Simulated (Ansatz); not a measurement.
Rows from a G0W0 calculation on SnSe2 (P-3m1) (Ansatz 0.2.0; G0W0 on PBE, plane waves, PAW; PAW set soft_1; 6×6×2 mesh, 230 empty bands, screening to 120 eV, PAW set soft_1 files), in eV. Spin-orbit coupling is left out.

```tsv
row	k	band	start	Σx	Σc at the solution	Vxc
A	(0.000, 0.167, 0.000)	v1	7.886	-17.610	1.540	-15.640
B	(0.000, 0.167, 0.000)	c2	11.659	-8.351	-4.204	-12.662
C	(0.000, -0.500, -0.500)	c2	11.927	-7.595	-4.091	-11.714
D	(0.000, -0.500, -0.500)	v1	7.162	-17.208	1.915	-14.845
E	(0.000, 0.167, 0.000)	c1	10.114	-12.376	-3.499	-16.020
F	(0.000, -0.500, -0.500)	c1	8.591	-11.506	-2.919	-14.463
```

**Question.** Work out each quasiparticle level and how far it moved.

The quasiparticle equation reads E = start + Σx + Σc(E) − Vxc.

```tsv
row	E (eV)	shift (eV)
A	7.456	−0.430
B	11.766	+0.107
C	11.955	+0.028
D	6.714	−0.448
E	10.259	+0.145
F	8.629	+0.038
```

The gap over the computed points goes from 0.70 eV to 1.17 eV.

Limits: not at the basis limit; no spin-orbit coupling; coarse k mesh.

[Paths, hosts, dates, memory and timing lines, banners, echoed tables and standing remarks are left out of the program output.]

[Logs are printed without paths, hosts, clocks, repeated set-up lines and the standing remarks that a program may print on its own settings, such as how far it seeks lower states.]

[Runs of the session that timed out or met a known fault of the program may be left out.]

[Cells called generated may have been cut or substituted from an entry of the Crystallography Open Database or the Materials Project.]

[Hosts, paths, dates, database ids (printed as entryN), source tags and the programs' standing remarks are cut or masked in the printed files.]
